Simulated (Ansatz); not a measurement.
# Local environments in liquid (Cs,Li)F at 1000 K (112 atoms)

Density of this cell: 2.95 g/cm³. The cell holds 112 atoms: 22 Cs, 34 Li and 56 F. Cell: a = 13.346 Å, b = 13.346 Å, c = 13.346 Å, α = 90.0°, β = 90.0°, γ = 90.0°. 112 atoms (22 Cs, 34 Li, 56 F) placed at random at 2.94 g/cm³, melted at 1600 K for 10 ps at fixed volume with the Lennard-Jones and Coulomb ion parameters for SPC/E (Joung and Cheatham, J. Phys. Chem. B 112, 9020 (2008)), full charges. Snapshot at the end of a hold of 15 ps at 1000 K and zero pressure.

Computed with Ansatz 0.2.0: Kohn-Sham DFT, RPBE, PAW (set soft_2), plane waves; cutoff 420 eV, Γ point, fixed occupations. Geometry: the geometry as built.

The whole cell was solved; only parts of it are printed.

A closer look about F72, which bears the longest force: 36 atoms, nearest first, numbered in the order of the input, with positions taken from that point.

| atom | x | y | z | distance (Å) | bonds | Fx | Fy | Fz (eV/Å) |
| --- | --- | --- | --- | --- | --- | --- | --- | --- |
| F72 | 0.00 | 0.00 | 0.00 | 0.00 | 5 | 0.41 | 1.48 | 0.41 |
| Li37 | 1.80 | 0.52 | -0.43 | 1.92 | 4 | 0.80 | -0.08 | 0.11 |
| Li27 | 0.06 | 1.49 | 1.89 | 2.40 | 4 | -0.93 | -0.11 | 0.20 |
| Cs17 | 0.92 | -2.32 | -0.37 | 2.52 | 5 | 0.30 | -1.04 | -0.22 |
| Cs4 | -2.92 | 0.10 | -0.42 | 2.95 | 6 | 0.46 | 0.13 | -1.37 |
| F102 | -2.09 | 1.67 | 1.69 | 3.16 | 4 | 0.61 | 1.06 | -0.42 |
| Cs20 | 0.06 | 1.49 | -2.87 | 3.24 | 5 | -0.45 | -0.96 | -0.11 |
| F75 | 3.14 | -0.79 | 0.32 | 3.25 | 4 | 0.39 | -0.06 | -0.10 |
| F109 | 2.32 | 2.41 | 0.55 | 3.39 | 4 | -0.11 | -0.19 | 0.25 |
| F103 | 2.71 | 0.25 | -2.17 | 3.49 | 3 | -0.31 | 0.24 | 0.29 |
| F111 | -0.62 | -2.21 | -2.78 | 3.60 | 3 | -0.44 | 0.24 | -1.15 |
| F59 | -0.81 | -3.22 | 1.64 | 3.70 | 5 | 0.06 | -0.01 | 0.15 |
| F81 | 0.09 | 0.38 | 3.71 | 3.73 | 5 | 0.38 | 0.77 | -0.09 |
| F60 | -1.38 | 3.37 | -1.33 | 3.88 | 4 | 0.08 | 0.76 | 0.79 |
| Li32 | -2.49 | 3.27 | 0.35 | 4.13 | 4 | -0.05 | -0.27 | -0.04 |
| Cs19 | -3.04 | -0.61 | 2.77 | 4.15 | 5 | 0.38 | -0.15 | 0.54 |
| F96 | 0.18 | 3.37 | 3.07 | 4.57 | 4 | 0.51 | -0.48 | -0.43 |
| F98 | -2.79 | 0.41 | -3.64 | 4.60 | 5 | 0.27 | -0.58 | -0.15 |
| Cs2 | 3.60 | -0.20 | 3.00 | 4.69 | 5 | -0.33 | 0.48 | -0.22 |
| Li51 | 1.83 | 4.07 | 1.73 | 4.79 | 4 | -0.12 | 0.23 | 0.40 |
| Li40 | 4.62 | -0.93 | -1.01 | 4.82 | 3 | -0.21 | 0.77 | 0.03 |
| Li39 | -2.29 | -1.76 | -3.91 | 4.86 | 3 | 0.16 | 0.54 | 0.63 |
| Cs16 | -2.17 | -4.21 | -1.27 | 4.90 | 6 | 0.07 | 0.56 | 0.20 |
| F85 | -4.09 | -1.98 | -1.83 | 4.90 | 5 | -0.77 | -0.46 | -0.08 |
| Li44 | 4.49 | 2.18 | -0.04 | 4.99 | 4 | 0.46 | -0.10 | 0.23 |
| Cs13 | 2.10 | 4.29 | -1.54 | 5.02 | 5 | -0.64 | 0.26 | 0.07 |
| Li33 | 0.44 | 2.08 | 4.59 | 5.06 | 4 | -0.18 | 0.79 | -0.31 |
| F91 | -4.34 | 2.63 | -0.76 | 5.13 | 5 | -0.41 | 0.01 | 0.66 |
| Cs3 | 0.21 | -2.35 | 4.72 | 5.27 | 6 | 0.18 | -0.25 | -0.21 |
| F61 | 0.61 | 5.24 | 0.72 | 5.32 | 5 | -0.34 | -0.09 | -0.03 |
| Li38 | -0.77 | 4.86 | 2.34 | 5.45 | 4 | 0.08 | 0.22 | -0.13 |
| Li54 | 0.01 | -1.83 | -5.14 | 5.45 | 3 | 0.76 | -0.15 | 0.17 |
| F74 | -5.48 | -0.22 | 0.83 | 5.55 | 4 | -0.38 | -0.71 | 0.66 |
| F97 | 3.05 | -4.79 | 0.00 | 5.68 | 4 | 1.00 | 0.58 | -0.57 |
| F64 | 1.38 | 2.94 | -4.67 | 5.69 | 5 | 0.00 | 0.63 | -0.80 |
| Li53 | -1.09 | 5.57 | -0.64 | 5.71 | 4 | 0.08 | -0.38 | 0.28 |

The surroundings of Cs14, picked at random, nearest first, numbered as they follow in the input and with coordinates relative to it.

```
atom      x      y      z  distance (Å)  bonds     Fx     Fy  Fz (eV/Å)
Cs14   0.00   0.00   0.00          0.00      5  -0.64   0.23       0.54
 F89   1.06   2.49   0.05          2.70      4   0.66   0.03       0.18
F104  -2.61  -0.32  -1.15          2.87      4  -0.77  -0.05       0.34
 F79  -0.15  -2.54   1.41          2.91      4   0.45  -0.62       0.42
 F81   1.84  -0.05  -2.50          3.10      5   0.38   0.77      -0.09
Li33   2.19   1.65  -1.61          3.18      4  -0.18   0.79      -0.31
 F69   2.87  -0.56   1.28          3.19      3   0.22  -0.41      -0.24
Li54   1.77  -2.26   2.00          3.49      3   0.76  -0.15       0.17
F106  -2.56   2.26   1.10          3.59      3   0.06  -0.34      -0.44
 F98  -1.03  -0.02   3.50          3.65      5   0.27  -0.58      -0.15
 Cs3   1.96  -2.78  -1.49          3.72      6   0.18  -0.25      -0.21
Li42  -3.16   1.95  -0.77          3.80      4   0.26   0.13       0.28
Cs19  -1.28  -1.04  -3.44          3.82      5   0.38  -0.15       0.54
Li39  -0.54  -2.19   3.23          3.94      3   0.16   0.54       0.63
Li34   3.68   1.86   0.71          4.19      3  -0.12   0.06       0.24
Li24  -3.63  -2.00  -0.99          4.26      4   0.27  -0.01      -0.32
Li50   1.65   3.84   1.37          4.40      4   0.69  -0.30       0.11
 F88  -2.48   3.38  -1.81          4.57      3  -0.61   0.27       0.11
F102  -0.33   1.24  -4.52          4.70      4   0.61   1.06      -0.42
 F96   1.93   2.94  -3.13          4.71      4   0.51  -0.48      -0.43
Li47  -0.66  -4.55   1.03          4.72      3   0.26   0.53       0.12
 F64   3.14   2.51   2.47          4.72      5   0.00   0.63      -0.80
Cs20   1.82   1.06   4.26          4.76      5  -0.45  -0.96      -0.11
 Cs1  -0.41   4.73  -0.23          4.76      5  -1.36   0.04      -0.74
Li27   1.81   1.06  -4.32          4.81      4  -0.93  -0.11       0.20
 F76   3.73   3.05  -0.73          4.87      4   0.17  -0.23      -0.12
Li31   4.73  -1.01   0.66          4.88      3  -0.23   0.26      -0.20
F100  -2.67  -3.22  -2.62          4.94      4  -1.06  -0.05       0.65
 F63   0.10  -4.87  -0.91          4.96      4  -0.16  -0.71       1.15
Cs22  -1.49   3.08   3.74          5.07      6  -0.07  -0.49       0.10
F111   1.14  -2.64   4.36          5.22      3  -0.44   0.24      -1.15
 F82   3.49  -3.60   1.50          5.24      4   0.03   0.09      -0.20
Cs11  -3.92  -0.47   3.73          5.43      4  -0.11   0.19      -0.22
 F94   5.36   0.88  -0.19          5.43      5  -0.01  -0.12       0.17
 F77  -3.92  -3.77   0.06          5.44      3  -0.23  -0.56      -0.27
Li26   2.99   4.63  -1.56          5.73      4   0.17  -0.23      -0.40
 F65   0.41   5.14   2.55          5.75      5   0.52  -0.05       0.02
F101   5.15  -2.53  -1.06          5.83      5   0.04  -0.04       0.66
F108  -5.35   2.30  -0.91          5.89      5  -0.24  -0.73      -0.50
 F59   0.94  -3.65  -4.57          5.92      5   0.06  -0.01       0.15
 F57   2.24   5.47   0.50          5.93      5   0.06   0.22      -0.21
Li38   0.98   4.43  -3.87          5.96      4   0.08   0.22      -0.13
Li56  -5.97   0.49  -0.28          6.00      3  -0.17   0.03       0.68
 F87  -5.56  -1.42  -2.05          6.10      4   0.87  -0.71       0.10
 F71  -1.17  -5.18   3.07          6.14      4   0.31   0.00      -1.14
Cs12  -4.03   4.41   1.50          6.15      5  -0.85   0.15       0.06
```

Length of the force by element and coordination:

| element | coordination | atoms | mean length of the force (eV/Å) | spread | least | most |
| --- | --- | --- | --- | --- | --- | --- |
| Cs | all | 22 | 0.797 | 0.349 | 0.265 | 1.55 |
| F | all | 56 | 0.779 | 0.351 | 0.0992 | 1.59 |
| Li | all | 34 | 0.574 | 0.201 | 0.162 | 0.963 |

The force components of 0.46 eV/Å r.m.s. hold both thermal displacement and the mismatch between the potential that made the cell and DFT. The network of bonds at the start is that of the classical potential that made the cell, and needn't be the one that DFT or experiment would give. Only the Γ point is sampled, in a cell whose shortest periodic width is 13 Å.

[Long decimals in the printed logs are rounded to 6 places.]

[Logs are printed without paths, hosts, clocks, repeated set-up lines and the standing remarks that a program may print on its own settings, such as how far it seeks lower states.]

[Hosts, paths, dates, database ids (printed as entryN), source tags and the programs' standing remarks are cut or masked in the printed files.]
